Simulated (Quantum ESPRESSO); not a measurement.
# HfO2 (Fm-3m): zone-centre phonons

Which modes does HfO2 (Fm-3m) have at the zone centre?

Program: Quantum ESPRESSO 7.5. Level of theory: DFT LDA, scalar-relativistic, plane waves, PseudoDojo norm-conserving pseudopotentials. Results are calculated unless marked as measured.

This is a report of a sequence of runs, with most program output left out.

**1. Starting point**

Symmetry: Fm-3m, No. 225, cubic system. Conventional cell: a = 5.115 Å, b = 5.115 Å, c = 5.115 Å, α = 90.00°, β = 90.00°, γ = 90.00°. Nearest to Hf lie 8 O at 2.21 Å. O has 4 Hf at 2.21 Å nearest. Farther neighbours and most contacts between anions are not listed.

**2. A probe with smearing**

Before anything dear is run, a loose run with smearing shows whether this is a metal and how far the cell is from rest.

File probe.in:

```
&control
   calculation = 'scf'
   prefix = 'x'
   outdir = './tmp'
   pseudo_dir = './pseudo'
   tprnfor = .true.
   tstress = .true.
   verbosity = 'high'
/
&system
   ibrav = 0
   nat = 3
   ntyp = 2
   ecutwfc = 92.0
   occupations = 'smearing'
   smearing = 'gaussian'
   degauss = 0.01
/
&electrons
   conv_thr = 1.0d-07
   mixing_beta = 0.7
   electron_maxstep = 100
/
ATOMIC_SPECIES
 Hf    178.4900  Hf.upf
 O      15.9990  O.upf
CELL_PARAMETERS angstrom
    -2.557500000    0.000000000    2.557500000
     0.000000000    2.557500000    2.557500000
    -2.557500000    2.557500000    0.000000000
ATOMIC_POSITIONS crystal
 Hf     0.000000000   0.000000000   0.000000000
 O      0.750000000   0.750000000   0.750000000
 O      0.250000000   0.250000000   0.250000000
K_POINTS automatic
 6 6 6 0 0 0
```

Started as:

```bash
> OMP_NUM_THREADS=1 mpirun -n 4 pw.x -nk 4 -in probe.in > probe.out
```

Run time: 6.5 s. Hardware: 4 MPI ranks of Arm Neoverse V1, shared host; 26 s of CPU time.

Read from the output:

```
volume per atom   : 11.15 Å³
pressure          : -22.04 GPa
gap on the k-mesh : 3.559 eV
```

A gap of 3.6 eV opens on this mesh, so the crystal is taken as an insulator; the start stands at -22 GPa.

**3. Relaxing the cell and atoms**

The relaxation runs at a cutoff a fifth above that of the response, since stress converges more slowly with the basis than frequencies do. Forces and stress are brought to rest with tight thresholds.

File relax.in:

```
&control
   calculation = 'vc-relax'
   prefix = 'x'
   outdir = './tmp'
   pseudo_dir = './pseudo'
   tprnfor = .true.
   tstress = .true.
   forc_conv_thr = 2.0d-05
   etot_conv_thr = 1.0d-07
   nstep = 40
/
&system
   ibrav = 0
   nat = 3
   ntyp = 2
   ecutwfc = 110
   occupations = 'fixed'
   nbnd = 14
/
&electrons
   conv_thr = 1.0d-11
   mixing_beta = 0.7
   electron_maxstep = 100
/
&ions
/
&cell
   press_conv_thr = 0.2
/
ATOMIC_SPECIES
 Hf    178.4900  Hf.upf
 O      15.9990  O.upf
CELL_PARAMETERS angstrom
    -2.557500000    0.000000000    2.557500000
     0.000000000    2.557500000    2.557500000
    -2.557500000    2.557500000    0.000000000
ATOMIC_POSITIONS crystal
 Hf     0.000000000   0.000000000   0.000000000
 O      0.750000000   0.750000000   0.750000000
 O      0.250000000   0.250000000   0.250000000
K_POINTS automatic
 8 8 8 0 0 0
```

Started as:

```bash
> OMP_NUM_THREADS=1 mpirun -n 4 pw.x -nk 4 -in relax.in > relax.out
```

Wall time 78 s (4 MPI ranks); 5.2 min of CPU time.

Relaxation path:

```tsv
step	energy less that of the first step (eV)	largest force (eV/Å)	pressure (GPa)	volume (Å³)
1	0.0000	0.0000	-22.02	33.46
2	-0.2020	0.0000	7.11	29.84
3	-0.2168	0.0000	-1.05	30.65
4	-0.2172	0.0000	-0.04	30.54
5	-0.2172	0.0000	0.00	30.54
6	-0.2171	0.0000	0.00	30.54
```

```tsv
conventional cell, symmetrised	before	after	change
a (Å)	5.115	4.962	-3.0 %
b (Å)	5.115	4.962	-3.0 %
c (Å)	5.115	4.962	-3.0 %
volume (Å³/atom)	11.15	10.18	-8.7 %
```

The relaxed structure:

```
CELL_PARAMETERS angstrom
-2.48086 0.00000 2.48086
0.00000 2.48086 2.48086
-2.48086 2.48086 0.00000
ATOMIC_POSITIONS crystal
Hf 0.00000 0.00000 0.00000
O 0.75000 0.75000 0.75000
O 0.25000 0.25000 0.25000
```

The last row of the table of steps is pw.x's closing run on a basis chosen anew for the final cell, so its energy can jump.

Numbers from this step:

| Property | Result |
| --- | --- |
| volume per atom | 10.18 Å³ |
| pressure | 0.002 GPa |
| gap on the k-mesh | 3.797 eV |

The volume changes by -8.7 % from the cell with which this run began.

**4. Self-consistent run for the response**

The response is built on this ground state, so it is converged far tighter than an energy would need. With a gap, occupations are fixed, which also allows the response to an electric field.

File scf.in:

```
&control
   calculation = 'scf'
   prefix = 'x'
   outdir = './tmp'
   pseudo_dir = './pseudo'
   tprnfor = .true.
   tstress = .true.
/
&system
   ibrav = 0
   nat = 3
   ntyp = 2
   ecutwfc = 92.0
   occupations = 'fixed'
   nbnd = 14
/
&electrons
   conv_thr = 1.0d-12
   mixing_beta = 0.7
   electron_maxstep = 100
/
ATOMIC_SPECIES
 Hf    178.4900  Hf.upf
 O      15.9990  O.upf
CELL_PARAMETERS angstrom
    -2.480857449    0.000000000    2.480857449
     0.000000000    2.480857449    2.480857449
    -2.480857449    2.480857449    0.000000000
ATOMIC_POSITIONS crystal
 Hf     0.000000000   0.000000000   0.000000000
 O      0.750000000   0.750000000   0.750000000
 O      0.250000000   0.250000000   0.250000000
K_POINTS automatic
 8 8 8 0 0 0
```

Started as:

```bash
> OMP_NUM_THREADS=1 mpirun -n 4 pw.x -nk 4 -in scf.in > scf.out
```

It took 19 s on 4 MPI ranks; 75 s of CPU time.

Numbers from this step:

* pressure: -0.002 GPa

The cell stands at -0.002 GPa, close enough for phonons.

**5. Linear response at Γ**

At q = 0 one unit cell holds all displacements; symmetry groups them into irreducible representations that are solved one by one. The response to a field gives ε∞ and the Born charges, which polar modes need.

File ph.in:

```
phonons
&inputph
   prefix = 'x'
   outdir = './tmp'
   fildyn = 'g.dyn'
   tr2_ph = 1.0d-18
   epsil = .true.
/
0.000000000000 0.000000000000 0.000000000000
```

Started as:

```bash
> OMP_NUM_THREADS=1 mpirun -n 4 ph.x -nk 4 -in ph.in > ph.out
```

Wall time 4.7 min (4 MPI ranks).

Numbers from this step:

```yaml
miss_of_the_charge_sum_rule: 5.10e-4 e
largest_acoustic_frequency_at_the_zone_centre_before_the_sum_rule: -0.53 cm⁻¹
highest_optical_zone_centre_mode_no_lo_to_term: 611.5 cm⁻¹
lowest_optical_zone_centre_mode: 258.8 cm⁻¹
mean_high_frequency_dielectric_constant: 5.228
largest_born_charge_in_size_third_of_the_trace: 5.546 e
```

Born charge (rows field, columns displacement), before the sum rule (e), principal values of the symmetric part by kind of site:

```tsv
atom	atoms with these values	low	middle	high	mean
Hf1	1	5.55	5.55	5.55	5.55
O2	2	-2.77	-2.77	-2.77	-2.77
```

In full for O2:

```
-2.77  0.00  0.00
 0.00 -2.77  0.00
 0.00  0.00 -2.77
```

High-frequency dielectric tensor:

```
5.23 0.00 0.00
0.00 5.23 0.00
0.00 0.00 5.23
```

The acoustic modes at Γ come out as far as 0.5 cm⁻¹ from zero, where they should vanish, a small numerical error; the Born charges miss their sum rule by 5.1e-4 e, which is good.

**6. Modes with the sum rule**

A rigid shift of the crystal must cost nothing, but grids and finite bases break this; the acoustic sum rule is imposed before the matrix is diagonalised again. With Born charges the intensities follow, and the static dielectric tensor.

File dynmat.in:

```
&input
   fildyn = 'g.dyn'
   asr = 'simple'
   fileig = 'dynmat.eig'
   lperm = .true.
/
```

Started as:

```bash
> dynmat.x -in dynmat.in > dynmat.out
```

Run time: 0.45 s. Hardware: 1 thread.

This step gave:

```yaml
mean_static_dielectric_constant: 32.50
```

Unit eigenvectors of the mass-weighted matrix after the sum rule; no LO-TO term. The modes at Γ (shares of kinetic energy by element, %):

```tsv
mode	frequency (cm⁻¹)	symmetry	Hf %	O %
1	0.0	acoustic	85	15
2	0.0	acoustic	85	15
3	0.0	acoustic	85	15
4	258.8	T1u	15	85
5	258.8	T1u	15	85
6	258.8	T1u	15	85
7	611.6	T2g	0	100
8	611.6	T2g	0	100
9	611.6	T2g	0	100
```

Displacements in mode 5 (258.8 cm⁻¹), the largest set to 1:
```
Hf1 -0.18  0.04  0.00
O2   1.00 -0.20  0.00
O3   1.00 -0.20  0.00
```

Displacements in mode 7 (611.6 cm⁻¹), the largest set to 1:
```
Hf1  0.00  0.00  0.00
O2   1.00 -0.11  0.00
O3  -1.00  0.11  0.00
```

Degenerate modes summed, no LO-TO term. Infrared lines, with heights relative to the strongest:

```tsv
position (cm⁻¹)	lines merged	label	IR intensity, relative
259	3	T1u	100
612	3	T2g	0.0
```

Static dielectric tensor (ions relaxed, fixed cell):

```
32.50  0.00  0.00
 0.00 32.50  0.00
 0.00  0.00 32.50
```

The rule moves no optical mode by more than 0.1 cm⁻¹.

**7. The LO-TO splitting (1 0 0)**

A longitudinal polar mode sets up a macroscopic field that stiffens it; the term hangs on the direction from which q goes to zero.

File dynmat.in:

```
&input
   fildyn = 'g.dyn'
   asr = 'simple'
   fileig = 'dynmat.eig'
   q(1) = 1.0
   q(2) = 0.0
   q(3) = 0.0
/
```

Started as:

```bash
> dynmat.x -in dynmat.in > dynmat.out
```

Elapsed: 0.45 s, on 1 thread.

Numbers from this step:

```
highest mode moved by the LO-TO term : 645.2 cm⁻¹
```

Zone-centre frequencies as printed; negative means imaginary. Modes:

```tsv
mode	frequency (cm⁻¹)
1	0
2	0
3	0
4	258.8
5	258.8
6	611.5
7	611.5
8	611.5
9	645.2
```

The field moves one mode, from 259 to 645 cm⁻¹; the others stay.

**8. Results**

```
space group after relaxation                                           : Fm-3m
volume per atom                                                        : 10.2 Å³
gap on the k-mesh                                                      : 3.80 eV
highest optical zone-centre mode (no LO-TO term)                       : 611.5 cm⁻¹
lowest optical zone-centre mode                                        : 258.8 cm⁻¹
highest mode moved by the LO-TO term                                   : 645.2 cm⁻¹
mean high-frequency dielectric constant                                : 5.23
largest Born charge in size (third of the trace)                       : 5.55 e
mean static dielectric constant                                        : 32.5
imaginary optical modes at the zone centre (no q mesh in this session) : none
```

What this shows: At the LDA level the optical modes of HfO2 (Fm-3m) at the zone centre (no LO-TO term) run from 259 to 612 cm⁻¹. Along the directions run, the highest mode that the macroscopic field moves lies at 645 cm⁻¹. Lattice motion raises the mean dielectric constant from 5.228 to 32.50. The Born charge of Hf is 5.546 e against a formal charge of +4: displacements drive charge along the bonds, a mark of mixed ionic and covalent bonding and of large LO-TO splittings. Of the 6 optical modes, 3 are infrared active alone and 3 are Raman active alone; inversion symmetry keeps the two sets apart. These are harmonic frequencies at zero temperature: anharmonic shifts and linewidths and thermal expansion are left out. Spin-orbit coupling is left out, which can matter for the heavy elements here.

[Host names and launcher messages were left out of these logs when they were recorded.]

[Logs are printed without paths, hosts, clocks, repeated set-up lines and the standing remarks that a program may print on its own settings, such as how far it seeks lower states.]

[Hosts, paths, dates, database ids (printed as entryN), source tags and the programs' standing remarks are cut or masked in the printed files.]
